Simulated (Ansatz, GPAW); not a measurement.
# Work function of a 11-layer slab of Rh(110) at several levels, part 2 of 3

How far do functional and basis move the work function of a 11-layer slab of Rh(110)?

GPAW 26.7.0 and Ansatz 0.2.0; Ansatz plane waves; slab in vacuum with a dipole correction, relaxation (the session's first sound run).

So far, upper work function (eV): step 2 (relaxation) 4.58.

**3. The slab's potential**

The work function is the vacuum plateau of the electrostatic potential less the Fermi level; a dipole layer lets the two faces have plateaus of their own.

This step: GPAW, PAW setups; slab in vacuum (GPAW 26.7.0).

The input, run.py:

```python
import json
import numpy as np
from ase import Atoms
from gpaw import GPAW, PW

slab = Atoms(
    ['Rh', 'Rh', 'Rh', 'Rh', 'Rh', 'Rh', 'Rh', 'Rh', 'Rh', 'Rh', 'Rh'],
    positions=[
        [0.00000, 0.00000, 9.00000],
        [1.90000, 1.34350, 10.34350],
        [0.00000, 0.00000, 11.68701],
        [1.90000, 1.34350, 13.03051],
        [0.00000, 0.00000, 14.37401],
        [1.90000, 1.34350, 15.74339],
        [0.00000, 0.00000, 17.12193],
        [1.90000, 1.34350, 18.44713],
        [0.00000, 0.00000, 19.82559],
        [1.90000, 1.34350, 21.22032],
        [0.00000, 0.00000, 22.44341]],
    cell=[[3.8, 0.0, 0.0], [0.0, 2.68701, 0.0], [0.0, 0.0, 31.43503]],
    pbc=[True, True, False])

slab.calc = GPAW(mode=PW(400), xc='PBE', kpts={'size': (8, 12, 1), 'gamma': True},
                 occupations={'name': 'fermi-dirac', 'width': 0.1}, nbands='160%',
                 convergence={'density': 1e-05}, maxiter=200,
                 poissonsolver={'dipolelayer': 'xy'},
                 symmetry={'tolerance': 1e-3}, txt='slab.txt')
result = {}
energy = slab.get_potential_energy()
fermi = slab.calc.get_fermi_level()
v = slab.calc.get_electrostatic_potential().mean((0, 1)) - fermi
n = slab.calc.get_pseudo_density().mean((0, 1))
L = slab.cell[2, 2]
z = np.arange(len(v)) * L / len(v)
low, high = slab.positions[:, 2].min(), slab.positions[:, 2].max()
below, above = np.interp([low - 6.8, high + 6.8], z, v)
slopes = [np.interp(x, z, np.gradient(v, z)) for x in (low - 6.8, high + 6.8)]
eps = np.array([[slab.calc.get_eigenvalues(k, s) for k in range(len(slab.calc.get_ibz_k_points()))]
                for s in range(slab.calc.get_number_of_spins())]) - fermi
top, bottom = eps[eps < 0].max(), eps[eps > 0].min()
dipole = slab.get_dipole_moment()[2]
print(f'energy {energy:.4f} eV, Fermi level {fermi:.4f} eV, dipole {dipole:.5f} e A')
print(f'potential 6.8 A off the faces, from the Fermi level: lower {below:.4f} eV, upper {above:.4f} eV')
print(f'slope of the potential there: lower {slopes[0]:.5f}, upper {slopes[1]:.5f} eV/A')
print(f'nearest levels on the mesh: {top:.4f} and {bottom:.4f} eV')
print('magnetic moment', round(slab.get_magnetic_moment(), 3))
result.update(energy=energy, fermi=fermi, dipole=dipole, below=below, above=above, slopes=slopes, edges=[top, bottom],
              z=z.tolist(), v=v.tolist(), n=n.tolist(), positions=slab.positions.tolist(),
              forces=slab.get_forces(apply_constraint=False).tolist(), moments=slab.get_magnetic_moments().tolist())
json.dump(result, open('result.json', 'w'))
```

On the command line:

```sh
> OMP_NUM_THREADS=1 OPENBLAS_NUM_THREADS=1 python run.py
```

The log of the run:

```text
energy -76.9748 eV, Fermi level 3.1424 eV, dipole 0.00187 e A
potential 6.8 A off the faces, from the Fermi level: lower 4.5956 eV, upper 4.5618 eV
slope of the potential there: lower 0.00012, upper -0.00015 eV/A
nearest levels on the mesh: -0.0016 and 0.0079 eV
magnetic moment 0.0
```

Wall time 1.6 h (1 thread of Arm Neoverse N1, shared host); peak memory 0.71 GiB.

Numbers from this step:

| Item | Value |
| --- | --- |
| dipole along the normal | 0.001870 e·Å |
| levels nearest the Fermi level on the mesh | -0.001566, 0.007881 eV from the Fermi level |
| upper work function | 4.562 eV |
| lower work function | 4.596 eV |

The electrostatic potential energy of an electron (without an applied field's), less the Fermi level, planar mean oscillates, so the rows of the table below give means over windows of 1.39 Å about each position, cut where the curve ends. Its maxima inside the range that stand out by 2 % of the span (Å: eV): 9.6: -7.85, 11.0: -8.25, 12.4: -8.37, 13.7: -8.25, 15.1: -7.81, 16.5: -7.69, 17.7: -8.59, 19.1: -7.65, 20.5: -7.38, 21.8: -10.1. Its minima: 9.0: -14.5, 10.4: -15.5, 11.7: -15.5, 13.0: -15.6, 14.3: -15.4, 15.7: -15.4, 17.1: -15.5, 18.4: -15.4, 19.8: -15.3, 21.3: -15.7, 22.5: -14.9.

Electrostatic potential energy of an electron (without an applied field's), less the Fermi level, planar mean against z; means over each step:

z (Å), electrostatic potential energy of an electron (without an applied field's), less the Fermi level, planar mean (eV) and a bar from the least value:
```
     0.69        4.6 ##############################
     2.08        4.6 ##############################
     3.48        4.6 ##############################
     4.87        4.6 ##############################
     6.26        4.5 ##############################
     7.65        2.8 ###########################
     9.04      -10.0 #####
    10.43      -11.6 ##
    11.82      -11.8 ##
    13.21      -11.8 ##
    14.60      -11.6 ##
    15.99      -11.5 ##
    17.38      -11.9 ##
    18.77      -11.5 ##
    20.16      -11.3 ###
    21.55      -12.8 
    22.94       -6.2 ###########
    24.33        4.1 #############################
    25.72        4.6 ##############################
    27.11        4.6 ##############################
    28.50        4.6 ##############################
    29.89        4.6 ##############################
    31.28        4.6 ##############################
```

The pseudo valence density, planar mean oscillates, so the rows of the table below give means over windows of 1.28 Å about each position, cut where the curve ends. Its maxima inside the range that stand out by 2 % of the span (Å: e/Å³): 9.0: 1.64, 10.3: 1.63, 11.8: 1.64, 13.0: 1.69, 14.3: 1.67, 15.8: 1.63, 17.1: 1.68, 18.4: 1.66, 19.9: 1.65, 21.2: 1.67, 22.5: 1.66. Its minima: 9.6: 0.625, 11.1: 0.653, 12.4: 0.618, 13.7: 0.613, 15.0: 0.616, 16.5: 0.586, 17.7: 0.633, 19.0: 0.616, 20.5: 0.571, 21.8: 0.738.

Table of pseudo valence density, planar mean by z; means over each step:

| z (Å) | pseudo valence density, planar mean (e/Å³) |
| --- | --- |
| 4.48 | 1.9e-5 |
| 5.76 | 4.7e-4 |
| 7.04 | 0.0130 |
| 8.32 | 0.524 |
| 9.60 | 1.06 |
| 10.88 | 1.07 |
| 12.16 | 1.08 |
| 13.44 | 1.09 |
| 14.72 | 1.08 |
| 16.00 | 1.08 |
| 17.28 | 1.11 |
| 18.56 | 1.10 |
| 19.84 | 1.10 |
| 21.12 | 1.12 |
| 22.40 | 1.09 |
| 23.68 | 0.108 |
| 24.96 | 0.00302 |
| 26.24 | 1.2e-4 |

Force by atom:

| atom | x (eV/Å) | y (eV/Å) | z (eV/Å) | size |
| --- | --- | --- | --- | --- |
| Rh1 | 0.000 | 0.000 | 0.615 | 0.615 |
| Rh2 | 0.000 | 0.000 | -0.783 | 0.783 |
| Rh3 | 0.000 | 0.000 | -0.371 | 0.371 |
| Rh4 | 0.000 | 0.000 | 0.390 | 0.390 |
| Rh5 | 0.000 | 0.000 | 0.023 | 0.023 |
| Rh6 | 0.000 | 0.000 | 0.004 | 0.004 |
| Rh7 | 0.000 | 0.000 | -0.016 | 0.016 |
| Rh8 | 0.000 | 0.000 | 0.015 | 0.015 |
| Rh9 | 0.000 | 0.000 | -0.006 | 0.006 |
| Rh10 | 0.000 | 0.000 | 0.014 | 0.014 |
| Rh11 | 0.000 | 0.000 | 0.118 | 0.118 |

The potential is flat to 1.5e-4 eV/Å where it is read, so the vacuum is wide enough. The geometry is the other program's minimum; here the largest force on a free atom is 0.12 eV/Å.

**4. OptPBE vdW: xc = "optPBE-vdW"**

The same geometry under optPBE-vdW, to see how far the functional moves the levels against the vacuum (the van der Waals functionals take revPBE setups).

run.py, as its differences from that of step 3:

```diff
@@ -22,3 +22,3 @@
 
-slab.calc = GPAW(mode=PW(400), xc='PBE', kpts={'size': (8, 12, 1), 'gamma': True},
+slab.calc = GPAW(mode=PW(400), xc='optPBE-vdW', kpts={'size': (8, 12, 1), 'gamma': True},
                  occupations={'name': 'fermi-dirac', 'width': 0.1}, nbands='160%',
```

The log of the run:

```text
energy -233.2144 eV, Fermi level 3.0273 eV, dipole 0.00195 e A
potential 6.8 A off the faces, from the Fermi level: lower 4.7985 eV, upper 4.7631 eV
slope of the potential there: lower 0.00004, upper -0.00010 eV/A
nearest levels on the mesh: -0.0089 and 0.0015 eV
magnetic moment 0.0
```

Elapsed: 80 min, on 1 thread; peak memory 0.89 GiB.

Numbers from this step:

```
dipole along the normal                    : 0.001949 e·Å
levels nearest the Fermi level on the mesh : -0.008949, 0.001491 eV from the Fermi level
upper work function                        : 4.763 eV
lower work function                        : 4.798 eV
```

The electrostatic potential energy of an electron (without an applied field's), less the Fermi level, planar mean oscillates, so the rows of the table below give means over windows of 1.39 Å about each position, cut where the curve ends. Its maxima inside the range that stand out by 2 % of the span (Å: eV): 9.6: -7.83, 11.0: -8.23, 12.4: -8.35, 13.7: -8.23, 15.1: -7.79, 16.5: -7.67, 17.7: -8.57, 19.1: -7.63, 20.5: -7.37, 21.8: -10.1. Its minima: 9.0: -14.4, 10.4: -15.4, 11.7: -15.5, 13.0: -15.5, 14.3: -15.4, 15.7: -15.4, 17.1: -15.5, 18.4: -15.4, 19.8: -15.2, 21.3: -15.7, 22.5: -14.9.

Electrostatic potential energy of an electron (without an applied field's), less the Fermi level, planar mean against z; means over each step:

z (Å), electrostatic potential energy of an electron (without an applied field's), less the Fermi level, planar mean (eV) and a bar from the least value:
```
     0.69        4.8 ##############################
     2.08        4.8 ##############################
     3.48        4.8 ##############################
     4.87        4.8 ##############################
     6.26        4.7 ##############################
     7.65        2.9 ###########################
     9.04      -10.0 #####
    10.43      -11.6 ##
    11.82      -11.7 ##
    13.21      -11.7 ##
    14.60      -11.5 ##
    15.99      -11.4 ##
    17.38      -11.8 ##
    18.77      -11.5 ##
    20.16      -11.3 ###
    21.55      -12.8 
    22.94       -6.1 ###########
    24.33        4.3 #############################
    25.72        4.7 ##############################
    27.11        4.8 ##############################
    28.50        4.8 ##############################
    29.89        4.8 ##############################
    31.28        4.8 ##############################
```

The pseudo valence density, planar mean oscillates, so the rows of the table below give means over windows of 1.28 Å about each position, cut where the curve ends. Its maxima inside the range that stand out by 2 % of the span (Å: e/Å³): 9.0: 1.64, 10.3: 1.63, 11.8: 1.64, 13.0: 1.69, 14.3: 1.67, 15.8: 1.63, 17.1: 1.69, 18.4: 1.66, 19.9: 1.65, 21.2: 1.67, 22.5: 1.66. Its minima: 9.6: 0.623, 10.9: 0.651, 12.4: 0.617, 13.7: 0.612, 15.0: 0.614, 16.5: 0.584, 17.7: 0.632, 19.0: 0.615, 20.5: 0.570, 21.8: 0.736.

Pseudo valence density, planar mean against z; means over each step:

z (Å), pseudo valence density, planar mean (e/Å³) and a bar:
```
     4.48       0.00 
     5.76       0.00 
     7.04       0.01 
     8.32       0.52 ##############
     9.60       1.06 ############################
    10.88       1.07 #############################
    12.16       1.08 #############################
    13.44       1.09 #############################
    14.72       1.08 #############################
    16.00       1.08 #############################
    17.28       1.11 ##############################
    18.56       1.10 ##############################
    19.84       1.10 #############################
    21.12       1.12 ##############################
    22.40       1.09 #############################
    23.68       0.11 ###
    24.96       0.00 
    26.24       0.00
```

Force by atom:

| atom | x (eV/Å) | y (eV/Å) | z (eV/Å) | size |
| --- | --- | --- | --- | --- |
| Rh1 | 0.000 | 0.000 | 0.034 | 0.034 |
| Rh2 | 0.000 | 0.000 | -0.920 | 0.920 |
| Rh3 | 0.000 | 0.000 | -0.352 | 0.352 |
| Rh4 | 0.000 | 0.000 | 0.397 | 0.397 |
| Rh5 | 0.000 | 0.000 | 0.051 | 0.051 |
| Rh6 | 0.000 | 0.000 | -0.001 | 0.001 |
| Rh7 | 0.000 | 0.000 | -0.041 | 0.041 |
| Rh8 | 0.000 | 0.000 | 0.048 | 0.048 |
| Rh9 | 0.000 | 0.000 | -0.044 | 0.044 |
| Rh10 | 0.000 | 0.000 | 0.106 | 0.106 |
| Rh11 | 0.000 | 0.000 | 0.726 | 0.726 |

The upper face's work function is 4.763 eV, against 4.562 eV in the first plane-wave PBE run at this geometry.

**5. Self-consistent run: xc = "LDA"**

The same geometry under LDA, to see how far the functional moves the levels against the vacuum.

run.py, as its differences from that of step 4:

```diff
@@ -22,3 +22,3 @@
 
-slab.calc = GPAW(mode=PW(400), xc='optPBE-vdW', kpts={'size': (8, 12, 1), 'gamma': True},
+slab.calc = GPAW(mode=PW(400), xc='LDA', kpts={'size': (8, 12, 1), 'gamma': True},
                  occupations={'name': 'fermi-dirac', 'width': 0.1}, nbands='160%',
```

The log of the run:

```text
energy -91.8076 eV, Fermi level 2.8026 eV, dipole 0.00190 e A
potential 6.8 A off the faces, from the Fermi level: lower 4.9758 eV, upper 4.9414 eV
slope of the potential there: lower -0.00009, upper 0.00000 eV/A
nearest levels on the mesh: -0.0028 and 0.0004 eV
magnetic moment 0.0
```

It took 1.8 h on 1 thread; peak memory 0.71 GiB.

This step gave:

```yaml
dipole_along_the_normal: 0.001903 e·Å
levels_nearest_the_fermi_level_on_the_mesh: -0.002806, 4.49e-4 eV from the Fermi level
upper_work_function: 4.941 eV
lower_work_function: 4.976 eV
```

The upper face's work function is 4.941 eV, against 4.562 eV in the first plane-wave PBE run at this geometry.

**6. Self-consistent run: xc = "revPBE"**

The same geometry under revPBE, to see how far the functional moves the levels against the vacuum.

run.py, as its differences from that of step 5:

```diff
@@ -22,3 +22,3 @@
 
-slab.calc = GPAW(mode=PW(400), xc='LDA', kpts={'size': (8, 12, 1), 'gamma': True},
+slab.calc = GPAW(mode=PW(400), xc='revPBE', kpts={'size': (8, 12, 1), 'gamma': True},
                  occupations={'name': 'fermi-dirac', 'width': 0.1}, nbands='160%',
```

The log of the run:

```text
energy -71.5397 eV, Fermi level 3.2485 eV, dipole 0.00177 e A
potential 6.8 A off the faces, from the Fermi level: lower 4.4396 eV, upper 4.4076 eV
slope of the potential there: lower -0.00008, upper 0.00001 eV/A
nearest levels on the mesh: -0.0029 and 0.0002 eV
magnetic moment 0.0
```

Wall time 2 h (1 thread); peak memory 0.71 GiB.

Numbers from this step:

- dipole along the normal: 0.001772 e·Å
- levels nearest the Fermi level on the mesh: -0.002882, 2.20e-4 eV from the Fermi level
- upper work function: 4.408 eV
- lower work function: 4.440 eV

The electrostatic potential energy of an electron (without an applied field's), less the Fermi level, planar mean oscillates, so the rows of the table below give means over windows of 1.39 Å about each position, cut where the curve ends. Its maxima inside the range that stand out by 2 % of the span (Å: eV): 9.6: -7.91, 11.0: -8.31, 12.4: -8.43, 13.7: -8.31, 15.1: -7.87, 16.5: -7.75, 17.7: -8.65, 19.1: -7.71, 20.5: -7.45, 21.8: -10.2. Its minima: 9.0: -14.5, 10.4: -15.5, 11.7: -15.6, 13.0: -15.6, 14.3: -15.5, 15.7: -15.5, 17.1: -15.6, 18.4: -15.5, 19.8: -15.3, 21.3: -15.8, 22.5: -15.0.

The electrostatic potential energy of an electron (without an applied field's), less the Fermi level, planar mean by z; means over each step:

| z (Å) | electrostatic potential energy of an electron (without an applied field's), less the Fermi level, planar mean (eV) |
| --- | --- |
| 0.69 | 4.44 |
| 2.08 | 4.44 |
| 3.48 | 4.44 |
| 4.87 | 4.44 |
| 6.26 | 4.39 |
| 7.65 | 2.69 |
| 9.04 | -10.1 |
| 10.43 | -11.7 |
| 11.82 | -11.8 |
| 13.21 | -11.8 |
| 14.60 | -11.6 |
| 15.99 | -11.5 |
| 17.38 | -11.9 |
| 18.77 | -11.6 |
| 20.16 | -11.3 |
| 21.55 | -12.9 |
| 22.94 | -6.28 |
| 24.33 | 3.98 |
| 25.72 | 4.39 |
| 27.11 | 4.41 |
| 28.50 | 4.41 |
| 29.89 | 4.41 |
| 31.28 | 4.41 |

The upper face's work function is 4.408 eV, against 4.562 eV in the first plane-wave PBE run at this geometry.

**7. Self-consistent run**

The same geometry under RPBE, to see how far the functional moves the levels against the vacuum.

run.py, as its differences from that of step 6:

```diff
@@ -22,3 +22,3 @@
 
-slab.calc = GPAW(mode=PW(400), xc='revPBE', kpts={'size': (8, 12, 1), 'gamma': True},
+slab.calc = GPAW(mode=PW(400), xc='RPBE', kpts={'size': (8, 12, 1), 'gamma': True},
                  occupations={'name': 'fermi-dirac', 'width': 0.1}, nbands='160%',
```

The log of the run:

```text
LinAlgError: The leading minor of order 94 of B is not positive definite. The factorization of B could not be completed and no eigenvalues or eigenvectors were computed.
```

Wall time 4.7 min (1 thread); peak memory 0.71 GiB.

The run ended with an error.

The program's message: “LinAlgError: The leading minor of order 94 of B is not positive definite. The factorization of B could not be completed and no eigenvalues or eigenvectors were computed.”

**8. Self-consistent run: xc = "vdW-DF2"**

The same geometry under vdW-DF2, to see how far the functional moves the levels against the vacuum (the van der Waals functionals take revPBE setups).

run.py, as its differences from that of step 7:

```diff
@@ -22,3 +22,3 @@
 
-slab.calc = GPAW(mode=PW(400), xc='RPBE', kpts={'size': (8, 12, 1), 'gamma': True},
+slab.calc = GPAW(mode=PW(400), xc='vdW-DF2', kpts={'size': (8, 12, 1), 'gamma': True},
                  occupations={'name': 'fermi-dirac', 'width': 0.1}, nbands='160%',
```

The log of the run:

```text
energy -1044.2907 eV, Fermi level 3.0205 eV, dipole 0.00229 e A
potential 6.8 A off the faces, from the Fermi level: lower 5.0068 eV, upper 4.9656 eV
slope of the potential there: lower -0.00009, upper 0.00002 eV/A
nearest levels on the mesh: -0.0024 and 0.0089 eV
magnetic moment 0.0
```

Wall time 87 min (1 thread); peak memory 0.89 GiB.

Numbers from this step:

* dipole along the normal: 0.002289 e·Å
* levels nearest the Fermi level on the mesh: -0.002368, 0.008934 eV from the Fermi level
* upper work function: 4.966 eV
* lower work function: 5.007 eV

The upper face's work function is 4.966 eV, against 4.562 eV in the first plane-wave PBE run at this geometry.

**9. The ladder**

Times are for 1 thread of Arm Neoverse N1, shared host. The runs compared:

| no. | run | upper work function (eV) | lower work function (eV) | time | memory (GiB) |
| --- | --- | --- | --- | --- | --- |
| 1 | pw | 4.562 | 4.596 | 1.6 h | 0.71 |
| 2 | optPBE vdW | 4.763 | 4.798 | 80 min | 0.89 |
| 3 | LDA | 4.941 | 4.976 | 1.8 h | 0.71 |
| 4 | revPBE | 4.408 | 4.440 | 2 h | 0.71 |
| 5 | vdW DF2 | 4.966 | 5.007 | 87 min | 0.89 |

**10. Real-space grid**

A real-space grid is a second complete basis, so it checks the plane-wave result.

run.py, as its differences from that of step 8:

```diff
@@ -3,3 +3,3 @@
 from ase import Atoms
-from gpaw import GPAW, PW
+from gpaw import GPAW
 
@@ -22,3 +22,3 @@
 
-slab.calc = GPAW(mode=PW(400), xc='vdW-DF2', kpts={'size': (8, 12, 1), 'gamma': True},
+slab.calc = GPAW(mode='fd', h=0.18, xc='PBE', kpts={'size': (8, 12, 1), 'gamma': True},
                  occupations={'name': 'fermi-dirac', 'width': 0.1}, nbands='160%',
```

The log of the run:

```text

```

The job ended after 7.3 h (1 thread; peak memory 5.3 GiB).

The run was cut off at its time limit.

(Continued in part 3 of 3.)

[Logs are printed without paths, hosts, clocks, repeated set-up lines and the standing remarks that a program may print on its own settings, such as how far it seeks lower states.]

[Hosts, paths, dates, database ids (printed as entryN), source tags and the programs' standing remarks are cut or masked in the printed files.]
